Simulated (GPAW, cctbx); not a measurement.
# How far are the atoms of YTl2Sn2 from free atoms?

Question: by how much does bonding change the X-ray structure factors of YTl2Sn2, and what does a routine refinement make of it?

The cell comes from substitution in a known structure type and wasn't matched to any measured phase. All numbers below are calculated.

## Step 1: Find the equilibrium geometry

The density hangs on the geometry, so cell and atoms are relaxed first, with the symmetry held. The cutoff is set higher than for the density because stress converges slowly with plane waves.

Settings: GPAW 26.7.0, PBE, 570 eV, 5×5×5 k-points, Fermi–Dirac width 0.1 eV, BFGS to 0.03 eV/Å.

```text
cell
1.0
     0.000000000   -4.602000000    0.000000000
     4.602000000    0.000000000    0.000000000
    -2.301000000    2.301000000    6.321000000
Tl Sn Y
2 2 1
Direct
0.250000000 0.750000000 0.500000000
0.750000000 0.250000000 0.500000000
0.380600000 0.380600000 0.761200000
0.619400000 0.619400000 0.238800000
0.000000000 0.000000000 0.000000000
```

```console
$ OMP_NUM_THREADS=1 mpirun -n 4 gpaw python run.py > gpaw.log
```

```text
BFGS:    0      -16.369801        2.902350
BFGS:    1      -16.709678        2.441507
BFGS:    2      -17.429036        1.442977
BFGS:    3      -17.506094        1.460787
...
BFGS:   14      -18.398940        0.272680
BFGS:   15      -18.407287        0.073207
BFGS:   16      -18.409046        0.025165
cell  4.3549 4.3549 8.6332  104.61 104.61 90.00
volume 152.963 A^3, largest force 0.006 eV/A, largest stress 0.13 GPa
```

The cell moved far, while the k-mesh and basis were chosen for the start, so the final shape may be somewhat biased.

After 16 steps the volume has changed by +14.3 % and the energy by -2.039 eV; the largest stress left is 0.13 GPa. It took 7 min on 4 cores of AMD EPYC 9R14 (Zen 4) (shared host), peak memory 2 GiB.

Relaxed structure: I4/mmm (no. 139), a = 4.3549 Å, b = 4.3549 Å, c = 16.1307 Å, α = 90.00°, β = 90.00°, γ = 90.00°.

```csv
atom,mult.,x,y,z
Tl1,4,1/2,0,1/4
Sn1,4,0,0,0.4108
Y1,2,0,0,0
```

## Step 2: The all-electron density

X-rays see the whole electron density, so the PAW density is rebuilt with its core regions. Subtracting spherical free atoms from the same code cancels the cores and leaves the deformation density Δρ, the part due to bonding.

Settings: PBE, 450 eV, 6×6×6 k-points, Fermi–Dirac width 0.1 eV; primitive cell of 5 atoms.

```console
$ OMP_NUM_THREADS=1 mpirun -n 4 gpaw python run.py > gpaw.log
```

```text
|iter:   1|       0s |  -18.606281 | -0.17 |       |
|iter:   2|       4s |  -18.480840 | -2.15 | -1.46 |
|iter:   3|       7s |  -18.228346 | -1.70 | -1.51 |
...
|iter:   9|      26s |  -18.156777c| -6.47 | -4.30c|
|iter:  10|      29s |  -18.156778c| -7.26 | -4.79c|
|iter:  11|      31s |  -18.156778c| -7.57c| -5.34c|
```

```text
gpts.py:43: UserWarning: Initial realspace grid (24,24,45) inconsistent with symmetries.
gpts.py:43: UserWarning: Initial realspace grid (24,24,45) inconsistent with symmetries.
gpts.py:43: UserWarning: Initial realspace grid (24,24,45) inconsistent with symmetries.
gpts.py:43: UserWarning: Initial realspace grid (24,24,45) inconsistent with symmetries.
gpts.py:70: UserWarning: Using symmetrized grid: (45,45,45).
gpts.py:70: UserWarning: Using symmetrized grid: (45,45,45).
gpts.py:70: UserWarning: Using symmetrized grid: (45,45,45).
gpts.py:70: UserWarning: Using symmetrized grid: (45,45,45).
grid (90, 90, 90)  electrons 301.000  moved by bonding 0.814 e
deformation density beyond 0.5 A of the nuclei: max 0.047, min -0.068 e/A^3
atom        x       y       z   Voronoi charge  moment
Tl1    0.2500  0.7500  0.5000      0.037       0.00
Tl2    0.7500  0.2500  0.5000      0.037       0.00
Sn3    0.4108  0.4108  0.8217     -0.171       0.00
Sn4    0.5892  0.5892  0.1783     -0.171       0.00
Y 5    0.0000  0.0000  0.0000      0.267       0.00
mean inner potential of superposed free atoms 18.443 V
total magnetic moment 0.000 muB
```

Deformation density in a plane through the shortest contact of the Sn atom at the origin, in 0.01 e/Å³ (clipped at ±99); x from -1.6 to 4.5 Å, y from 2.4 down to -2.4 Å:

```text
 -2   0   0   1   1   1   1   0   0   1   1   1   1   0   0  -2
 -2   0   0   1   1   1   0   0   0   0   1   1   1   0   0  -2
 -1   0   1   1   1   1   1   1   1   1   1   1   1   1   0  -1
  1   1   1   1   1   1   2   2   2   2   1   1   1   1   1   1
  1   1   0  -2  -2  -2   0   2   2   0  -2  -2  -2   0   1   1
  0   0  -1  -1   .  -2  -3   1   1  -3  -2   .  -2  -1   0   0
  0   0  -1   .   .   .  -4   1   1  -4   .   .   .  -1   0   0
  0   0  -1  -2   .  -2  -3   1   1  -3  -2   .  -1  -1   0   0
  1   1   0  -2  -2  -2   0   2   2   0  -2  -2  -2   0   1   1
  1   1   1   1   1   1   2   2   2   2   1   1   1   1   1   1
 -1   0   1   1   1   1   1   1   1   1   1   1   1   1   0  -1
 -2   0   0   1   1   1   0   0   0   0   1   1   1   0   0  -2
 -2   0   0   1   1   1   1   0   0   1   1   1   1   0   0  -2
```

Atoms in or within 0.15 Å of the plane: Sn (0.0, 0.0), Sn (2.9, 0.0) Å. Dots mark points within about 0.45 Å of a nucleus; large values next to them are atomic features.

Sn gains most (-0.17 e) and Y loses most (+0.27 e), as electronegativity suggests. Along the shortest contact from the Sn atom at the map's origin, Sn–Sn at 2.88 Å, Δρ is +0.02 e/Å³ at the midpoint: little piles up between the atoms. At the midpoints of other shortest contacts it is +0.03 (Tl–Tl, 3.08 Å), +0.01 (Tl–Sn, 3.39 Å) and +0.02 (Sn–Y, 3.40 Å) e/Å³. Point values carry grid noise of about 0.01 e/Å³. The run needed 11 iterations, 48 s.

## Step 3: From the density to structure factors

The Fourier components of Δρ, added to those of the free atoms, give the static X-ray structure factors; the Mott–Bethe relation turns them into the Fourier components V of the potential that fast electrons feel.

```text
static structure factors of the conventional cell: F in electrons, V (Mott-Bethe) in volts
   h  k  l      d  |F| table  |F| free   |F| DFT   change   |V| free  |V| DFT  change %
   0  0  2  8.0654   157.917   157.687   157.507   -0.179     1.220    1.395     14.3
   1  0  1  4.2044    84.445    84.404    84.872    0.468     1.861    1.737     -6.7
   0  0  4  4.0327   256.614   256.555   256.656    0.101     5.176    5.151     -0.5
   1  0  3  3.3842    85.030    85.093    85.067   -0.026     2.545    2.549      0.2
   1  1  0  3.0794    52.790    52.634    53.003    0.369     0.943    0.995      5.6
   1  1  2  2.8768   420.389   420.315   419.824   -0.491     8.525    8.585      0.7
   0  0  6  2.6885   377.977   377.909   377.601   -0.308     6.853    6.887      0.5
   1  0  5  2.5923   215.447   215.420   215.269   -0.151     5.144    5.160      0.3
   1  1  4  2.4474   312.514   312.431   311.972   -0.459     5.185    5.226      0.8
   2  0  0  2.1774   478.848   478.635   477.794   -0.841     8.764    8.823      0.7
   2  0  2  2.1022   138.653   138.580   138.631    0.050     1.348    1.345     -0.2
   1  0  7  2.0368   164.636   164.564   164.542   -0.022     3.458    3.460      0.0
   1  1  6  2.0252   170.575   170.466   170.762    0.296     2.233    2.215     -0.8
   0  0  8  2.0163   282.681   282.531   282.613    0.082     4.491    4.486     -0.1
```

The largest X-ray change is -0.84 e on 200, 0.2 % of |F|. For electrons V goes as (Z − F)/g², so a change of F counts against Z − F, which is small at low angle and wherever the atoms' terms cancel: |V| of 002 moves by +14.3 % (1.22 to 1.40 V) against -0.1 % in |F|. The last three rows still change by up to 0.30 e; the table stops while the angles are still low. The tabulated Hartree–Fock atoms differ from the free DFT atoms by up to 0.23 e, so the choice of reference atom matters too.

## Step 4: What a spherical-atom refinement makes of it

Routine crystallography fits spherical atoms. To see the bias, intensities are simulated from tabulated atoms plus the DFT change ΔF, so that bonding alone can misfit (5176 reflections of the full sphere, merged to the counts below, to 0.5 Å, 1 % proportional noise plus counting noise, assumed isotropic U as listed, Δρ smeared by the mean U) and refined with cctbx over different ranges.

```
                    range  data      R1  GooF  U Tl1 (true 0.0052)  U Sn1 (true 0.0063)  U Y1 (true 0.007)  largest shift (Å)  Δρ max, min (e/Å³)
                 all data   434  0.0031  0.95               0.0052               0.0063             0.0070             0.0000         0.40, -0.50
 low resolution, d > 0.84   110  0.0028  0.95               0.0052               0.0062             0.0071             0.0000         0.20, -0.20
     high order, d < 0.75   290  0.0035  0.96               0.0052               0.0063             0.0070             0.0000         0.33, -0.28
occupancies free, d > 0.7   175  0.0027  0.91               0.0052               0.0063             0.0069             0.0000         0.22, -0.22
```

With all data GooF is 0.95, so at this noise the bonding hardly shows; the top residual peak lies 0.88 Å from Y and 2.91 Å from Sn. No U is off by more than 3 s.u. at low resolution. With Tl1 held at 1 and the scale free, the other occupancies refine to Sn1 0.999(0.001) and Y1 0.997(0.001), on sites that are all full: they absorb part of the misfit, and only ratios to the fixed site mean anything.

## Step 5: Answer

Bonding moves 0.81 e in the primitive cell of YTl2Sn2 and changes the structure factors of the conventional cell in the table above by at most 0.84 e (200, 0.2 %), and among reflections above 2 % of the strongest by up to 0.7 % (110). The shortest bond, Sn–Sn, has Δρ = +0.02 e/Å³ at its midpoint. With all data GooF is 0.95, so at this noise the bonding hardly shows. Limits: static density, frozen cores, no spin–orbit coupling.

[Outputs are excerpts: Python notices, other lines and further rows are left out; steps that failed or that the build refused (PBEsol, TPSS) are not shown.]

[Logs are printed without paths, hosts, clocks, repeated set-up lines and the standing remarks that a program may print on its own settings, such as how far it seeks lower states.]
